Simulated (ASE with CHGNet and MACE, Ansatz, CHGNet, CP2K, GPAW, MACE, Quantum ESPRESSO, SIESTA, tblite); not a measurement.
## Running random packing of 91Li3PO4-9P3N5 (mol %) (88 atoms) with machine-learned potentials

Aim: run random packing of 91Li3PO4-9P3N5 (mol %) (88 atoms) in machine-learned potentials and see how near its forces come to a plane-wave reference, and at what cost.

Main program and level: ASE with CHGNet and MACE; the method is named at each step.

**1. The starting structure**

The cell holds 88 atoms: 30 Li, 13 P, 40 O and 5 N. Its edges and angles: a = 9.863 Å, b = 9.863 Å, c = 9.863 Å, α = 90.0°, β = 90.0°, γ = 90.0°. 88 atoms (30 Li, 13 P, 40 O, 5 N) packed at random in a cube at 2.29 g/cm³ and pushed apart as soft spheres, cations and anions kept from their own kind; a start for melting by ab initio MD, not an equilibrated structure. Then every atom was moved at random, 0.05 Å r.m.s. a Cartesian component.

The yardstick, on the same geometry:

```
method                 : Kohn-Sham DFT, PBE, SSSP efficiency 1.3.0 pseudopotentials, plane waves (Quantum ESPRESSO 7.5); sssp-pbe-1.3.0-efficiency, cutoffs 60/480 Ry, Γ point
r.m.s. force component : 1.457 eV/Å
longest force          : 5.384 eV/Å
pressure               : -3.559 GPa
time                   : 8.3 min on 4 MPI ranks of Arm Neoverse V2, shared host
CPU time               : 33 min
```

**2. CHGNet r2SCAN potential**

Method: machine-learned interatomic potential CHGNet r2SCAN, trained on r2SCAN plane-wave data.

run.py reads:

```python
import numpy as np
from ase.io import read
import mlip  # loads the published weights by name

atoms = read("structure.xyz")
atoms.calc = mlip.calc("chgnet-r2scan")
energy = atoms.get_potential_energy()
forces = atoms.get_forces()
print(f"energy {energy:.6f} eV")
print("forces (eV/A)")
for i, (a, f) in enumerate(zip(atoms, forces)):
    print(f"{i:4d} {a.symbol:2s} {f[0]:10.5f} {f[1]:10.5f} {f[2]:10.5f}")
stress = -atoms.get_stress(voigt=False) * 160.21766
print("stress (GPa, compression positive)")
for row in stress:
    print(" ".join(f"{x:10.4f}" for x in row))
```

structure.xyz reads:

```xyz
88
Lattice="9.86300 0.00000 0.00000 0.00000 9.86300 0.00000 0.00000 0.00000 9.86300" Properties=species:S:1:pos:R:3 pbc="T T T"
Li 9.43317 6.78594 5.29781
Li 7.09958 8.94564 0.28267
Li 5.98674 6.51283 6.12502
Li 4.46350 8.24211 7.20522
Li 4.07608 7.62361 2.42561
Li 9.53387 3.51261 5.96435
Li 2.41466 6.65023 6.85094
Li 3.11276 3.80623 6.67459
Li 6.41845 2.26030 4.85230
Li 4.02943 1.79132 8.50200
Li 8.75913 4.72033 9.63822
Li 5.11890 4.51992 7.54312
Li 9.54216 6.45819 2.42156
Li 8.87848 7.34823 0.06155
Li 3.41447 4.59705 1.78698
Li 1.41159 4.58600 9.43169
Li 2.35085 8.26450 9.39766
Li 8.38937 8.99289 5.23390
Li 7.19180 0.76852 2.09658
Li 1.30369 2.15053 7.35957
Li 1.50440 5.51539 3.74370
Li 1.31927 8.21982 3.20311
Li 7.19289 0.42302 8.04959
Li 6.95253 3.26278 0.81537
Li 1.95347 2.06216 0.00996
Li 7.33344 4.60267 5.48955
Li 7.30503 7.39577 2.22884
Li 3.68847 4.08535 4.20637
Li 3.88987 9.61317 3.78216
Li 1.94242 8.88923 5.54419
P 0.66171 1.45312 4.64794
P 9.56760 0.35112 7.18312
P 7.30493 4.57752 2.95900
P 9.12840 2.04371 8.90639
P 5.04206 9.75096 1.46022
P 5.63789 0.39265 6.21172
P 6.82677 6.22296 8.68151
P 0.80433 0.36769 2.04085
P 8.95866 2.79537 2.35233
P 4.46735 5.82913 9.53229
P 3.79252 1.96708 2.35745
P 9.79741 9.43287 9.53249
P 0.45616 7.59875 7.98390
O 8.71652 8.26539 8.29054
O 5.83239 2.16158 7.45071
O 5.76877 0.53684 0.04419
O 3.36476 5.19376 7.69876
O 1.50352 7.12552 1.62365
O 7.25256 4.54112 7.42812
O 0.28701 8.30405 6.47131
O 2.66153 5.77567 9.65972
O 5.56046 0.41878 4.60977
O 8.37359 2.54100 3.94727
O 7.93735 0.33514 3.84746
O 1.49819 2.32402 2.18682
O 3.29651 0.57413 9.85432
[... 28 atom lines left out ...]
N 3.38567 1.53685 6.62419
N 0.16244 5.66906 7.52991
N 6.56126 8.68102 6.00972
N 5.39378 4.47494 1.23692
```

The run is started by

```sh
$ OMP_NUM_THREADS=1 python run.py > output.txt
```

Output:

```text
CHGNet vr2scan initialized with 412,525 parameters
CHGNet will run on cpu
energy -529.903015 eV
forces (eV/A)
   0 Li   -1.01467    0.08198    0.72168
   1 Li   -0.98122   -0.31991   -0.71409
   2 Li    0.96897    1.13901   -0.27009
   3 Li    0.40810    0.08452    0.97638
   4 Li    0.20476   -0.28035   -0.66700
   5 Li    0.22451    0.15373    0.40848
   6 Li    0.06544   -0.51019   -0.08685
   7 Li   -1.03754   -1.05102   -0.51077
   8 Li    1.57794   -1.02124   -0.08411
   9 Li    0.57083   -0.13552    0.32192
  10 Li   -0.02697   -0.33040   -1.01257
  11 Li    0.60541   -0.82968   -0.13953
  12 Li    0.31769   -0.18204   -0.27731
  13 Li   -0.00447   -0.34870    0.83824
  14 Li    0.25100    0.51823   -0.38945
  15 Li   -0.27459   -0.68960   -1.39077
  16 Li    0.86704    0.14905    1.26158
  17 Li   -0.39801    0.15836    0.03123
  18 Li   -0.01164   -0.14272    0.82764
  19 Li    0.91970    0.32655    0.08198
  20 Li    0.33424   -0.49478    0.70532
  21 Li    0.49633   -0.38102   -0.17202
  22 Li   -1.09342    0.61169    0.13316
  23 Li   -1.23344   -0.47083   -0.68121
[...]
80 O    -0.70400    0.29937    0.00739
  81 O     1.22251    1.05118   -4.69989
  82 O     0.05724   -1.73891   -1.35718
  83 N     2.59478   -1.06718    0.34630
  84 N     0.56344   -0.27069   -0.43508
  85 N     0.76619    4.18508    1.37676
  86 N    -0.93078    1.61475    0.99847
  87 N    -1.20218    1.32007   -0.45808
stress (GPa, compression positive)
   -7.0179    -1.3247    -0.8898
   -1.3247    -4.8313    -0.8087
   -0.8898    -0.8087    -4.7839
```

Wall time 5.3 s (1 thread of Arm Neoverse V2, shared host); peak memory 1.6 GiB.

Banners, paths, timers and routine set-up lines are dropped from the logs unmarked, and long logs keep their key lines alone; longer cuts are marked.

Compared with the plane-wave run:

- r.m.s. force component: 1.794 eV/Å
- r.m.s. difference of force components: 659 meV/Å
- longest difference of force vectors: 3466 meV/Å
- force difference over r.m.s. force: 45.24 %
- slope of forces against the reference's: 1.156
- correlation of force components: 0.9386
- pressure: -5.544 GPa
- pressure difference: -1.986 GPa

Length of the force difference by element (eV/Å):

| element | atoms | mean | most |
| --- | --- | --- | --- |
| Li | 30 | 0.33 | 0.69 |
| N | 5 | 0.86 | 1.4 |
| O | 40 | 1.1 | 2.1 |
| P | 13 | 1.7 | 3.5 |

Local excerpt of 11 atoms (numbers count through the whole input) about P39, which bears the longest force; x, y, z are measured from there.

| atom | x | y | z | distance (Å) | Fx | Fy | Fz (eV/Å) |
| --- | --- | --- | --- | --- | --- | --- | --- |
| P39 | 0.00 | 0.00 | 0.00 | 0.00 | -0.49 | 3.86 | 7.18 |
| O60 | 0.88 | 1.22 | 0.67 | 1.64 | -0.26 | 1.01 | -3.14 |
| O53 | -0.59 | -0.25 | 1.59 | 1.72 | -1.05 | 0.15 | -2.95 |
| O58 | 0.50 | -1.09 | -1.58 | 1.98 | 0.64 | 0.88 | -2.27 |
| O55 | 2.40 | -0.47 | -0.17 | 2.45 | 0.48 | -4.12 | -1.12 |
| P33 | -1.65 | 1.78 | 0.61 | 2.51 | -0.27 | -0.33 | -0.23 |
| Li24 | -2.01 | 0.47 | -1.54 | 2.57 | -1.23 | -0.47 | -0.68 |
| Li19 | -1.77 | -2.03 | -0.26 | 2.70 | -0.01 | -0.14 | 0.83 |
| P38 | 1.71 | -2.43 | -0.31 | 2.98 | -0.65 | 2.78 | -1.10 |
| O54 | -1.02 | -2.46 | 1.50 | 3.05 | 0.28 | 0.20 | 0.04 |
| P31 | 1.57 | -1.34 | 2.30 | 3.09 | 4.92 | -1.25 | 0.43 |

Atoms are counted from 1 here, from 0 in the log.

Forces lie 45 % from the reference's, at 0.0026 times its CPU time (on 1 against 4 cores).

**3. MACE MP-0b2 small potential**

Method: machine-learned interatomic potential MACE MP-0b2 small, trained on PBE(+U) plane-wave data.

Changes to run.py since step 2:

```diff
@@ -5,3 +5,3 @@
 atoms = read("structure.xyz")
-atoms.calc = mlip.calc("chgnet-r2scan")
+atoms.calc = mlip.calc("mace-mp-0b2-small")
 energy = atoms.get_potential_energy()
```

structure.xyz is that of step 2.

Output:

```text
energy -409.935263 eV
forces (eV/A)
   0 Li   -1.14889    0.21116    0.76985
   1 Li   -0.32073   -0.30794   -0.64418
   2 Li    0.44532    1.32331   -0.25495
   3 Li    0.23426   -0.08562    0.81829
   4 Li    0.51943   -0.43640   -0.80393
   5 Li    0.43544   -0.43434    0.20086
   6 Li    0.56463   -0.47889   -0.26771
   7 Li   -1.22285   -1.17983   -0.52263
   8 Li    1.05069   -0.79198   -0.23966
   9 Li    0.00462   -0.37830    0.17988
  10 Li    0.04249   -0.32503   -0.87317
  11 Li    0.91862   -0.77125    0.10196
  12 Li    0.41532   -0.09829   -0.37739
  13 Li   -0.11869   -0.77527    1.03981
  14 Li   -0.24937    0.76100   -0.41363
  15 Li    0.27543   -0.76405   -1.25327
  16 Li    0.75948    0.08331    1.40670
  17 Li   -0.50804    0.02775    0.09787
  18 Li   -0.12634    0.01646    0.80368
  19 Li    1.18700    0.65122    0.34075
  20 Li    0.38703   -0.86970    0.91073
  21 Li    0.67202   -0.71559   -0.16236
  22 Li   -0.38298    0.57504    0.00497
  23 Li   -1.00175   -0.33635   -0.74373
[...]
80 O     0.00588    0.09345    0.09115
  81 O     0.84331    1.02360   -4.30528
  82 O     0.04582   -1.70321   -0.53361
  83 N     2.12977   -1.56441    0.58940
  84 N     0.96938   -0.91057   -0.55495
  85 N     0.50127    4.37809    1.21805
  86 N    -0.15153    0.81073    0.62235
  87 N    -1.21237    2.38149   -0.58265
stress (GPa, compression positive)
   -0.9857    -0.5620    -1.4718
   -0.5620    -0.6622    -1.1820
   -1.4718    -1.1820    -2.1606
```

Run time: 7.3 s. Hardware: 1 thread; peak memory 0.67 GiB.

Numbers from this run, and their distance from the reference:

| Quantity | Value |
| --- | --- |
| r.m.s. force component | 1.563 eV/Å |
| r.m.s. difference of force components | 488.9 meV/Å |
| longest difference of force vectors | 2888 meV/Å |
| force difference over r.m.s. force | 33.56 % |
| slope of forces against the reference's | 1.019 |
| correlation of force components | 0.95 |
| pressure | -1.27 GPa |
| pressure difference | 2.289 GPa |

Against the first run (45 %), the force difference from the reference is 34 %, at 1.4 times the CPU time.

**4. MACE MPA-0 medium potential**

Method: machine-learned interatomic potential MACE MPA-0 medium, trained on PBE(+U) plane-wave data.

Changes to run.py since step 3:

```diff
@@ -5,3 +5,3 @@
 atoms = read("structure.xyz")
-atoms.calc = mlip.calc("mace-mp-0b2-small")
+atoms.calc = mlip.calc("mace-mpa-0-medium")
 energy = atoms.get_potential_energy()
```

structure.xyz is that of step 3.

Output:

```text
energy -399.573694 eV
forces (eV/A)
   0 Li   -1.00018    0.06193    0.68169
   1 Li   -0.83584   -0.42550   -0.70868
   2 Li    0.59766    1.15074   -0.86991
   3 Li    0.00197    0.11844    0.77300
   4 Li    0.66852   -0.72686   -0.41016
   5 Li    0.25454    0.20064    0.37841
   6 Li    0.54640   -0.75520   -0.17321
   7 Li   -1.43982   -1.14474   -0.49194
   8 Li    1.24065   -0.56053   -0.19130
   9 Li    0.83689   -0.22035    0.53345
  10 Li    0.04880   -0.25017   -1.35602
  11 Li    0.91759   -0.87871    0.00790
  12 Li    0.14916   -0.13442   -0.23816
  13 Li    0.36263   -0.85022    0.73290
  14 Li    0.43287    0.60453   -0.51271
  15 Li   -0.19647   -0.42855   -1.62834
  16 Li    0.62281    0.15583    1.46965
  17 Li   -0.75649    0.25721    0.01426
  18 Li    0.09673   -0.12718    0.81263
  19 Li    1.02074    0.75026    0.16568
  20 Li    0.34987   -0.64791    0.82711
  21 Li    0.47752   -0.46617   -0.15130
  22 Li   -0.87262    0.63506    0.29289
  23 Li   -1.40311   -0.24694   -0.66883
[...]
80 O    -0.51113   -0.21532    0.18554
  81 O     0.86953    0.92631   -3.49010
  82 O    -0.30483   -1.14136   -0.99021
  83 N     2.45362   -1.11005    0.59462
  84 N     0.91036   -0.85946   -0.73127
  85 N     0.86057    3.57589    1.51723
  86 N    -0.65808    1.12057    0.40389
  87 N    -1.31487    1.25479   -0.15870
stress (GPa, compression positive)
   -2.5119    -0.4141    -1.5504
   -0.4141    -2.5779    -1.8386
   -1.5504    -1.8386    -2.0311
```

It took 9.2 s on 1 thread; peak memory 1.2 GiB.

Numbers from this run, and their distance from the reference:

* r.m.s. force component: 1.484 eV/Å
* r.m.s. difference of force components: 357.7 meV/Å
* longest difference of force vectors: 1632 meV/Å
* force difference over r.m.s. force: 24.56 %
* slope of forces against the reference's: 0.9888
* correlation of force components: 0.9706
* pressure: -2.374 GPa
* pressure difference: 1.185 GPa

Against the first run (45 %), the force difference from the reference is 25 %, at 1.8 times the CPU time.

**5. The ladder**

Differences are against the plane-wave reference, forces as r.m.s. over components; share is that over the reference's r.m.s. force, slope the least-squares factor from reference forces to these. Total energies of different programs have different zeros and aren't compared.

| run | Δ force, r.m.s. (meV/Å) | share (%) | slope | Δ pressure (GPa) | cores | CPU time | memory (GiB) |
| --- | --- | --- | --- | --- | --- | --- | --- |
| reference | - | - | - | - | 4 | 33 min | 2.7 |
| CHGNet r2SCAN potential | 659 | 45.2 | 1.156 | -1.99 | 1 | 5.1 s | 1.6 |
| MACE MP-0b2 small potential | 489 | 33.6 | 1.019 | 2.29 | 1 | 7.2 s | 0.67 |
| MACE MPA-0 medium potential | 358 | 24.6 | 0.989 | 1.19 | 1 | 9.2 s | 1.2 |

Times of the machine-learned potentials are mostly Python's start and the loading of weights.

CPU time is summed over cores on a shared host, where runs went side by side, so it is rough. Symmetry, cutoffs, thresholds, outputs and thread counts weren't matched or tuned between programs; memory under MPI is the largest rank's times the ranks.

A second geometry, displaced anew (every atom was moved at random, 0.06 Å r.m.s. a Cartesian component), gives an energy difference that all programs can be tested on. The reference puts it at -13.85 meV/atom.

| run | energy less the first geometry's (meV/atom) | error (meV/atom) | force share at the second geometry (%) |
| --- | --- | --- | --- |
| CHGNet r2SCAN potential | -17.84 | -3.99 | 48.5 |
| MACE MP-0b2 small potential | -11.26 | 2.58 | 33.1 |
| MACE MPA-0 medium potential | -12.26 | 1.58 | 25.0 |

**6. Summary of results**

* nearest in forces: MACE MPA-0 medium potential, 25 %
* its CPU time: 9.2 s

What this shows: Machine-learned potentials differ by 25 % (MACE MPA-0 medium potential) to 45 % (CHGNet r2SCAN potential); they were trained on other programs' data, some at another functional. The energy difference between the two geometries, -13.8 meV/atom in the reference, is met best by MACE MPA-0 medium potential (+1.58) and worst by CHGNet r2SCAN potential (-3.99). The reference's pressure holds the uncorrected Pulay stress of its 60 Ry basis, so small pressure differences, and their order, may be the reference's own error. Machine-learned potentials mimic data converged in k, so the reference's own k-point error enters their differences. The reference's pressure of -3.6 GPa belongs to a cell and atoms that aren't relaxed at this level. The electronic-structure runs sample only Γ, in a cell whose shortest periodic width is 10 Å, which is coarse for a cell with partly filled levels.

[Also dropped from logs without a mark: logging warnings of Python, and SIESTA's first energy breakdown and zero terms.]

[Logs are printed without paths, hosts, clocks, repeated set-up lines and the standing remarks that a program may print on its own settings, such as how far it seeks lower states.]

[Hosts, paths, dates, database ids (printed as entryN), source tags and the programs' standing remarks are cut or masked in the printed files.]
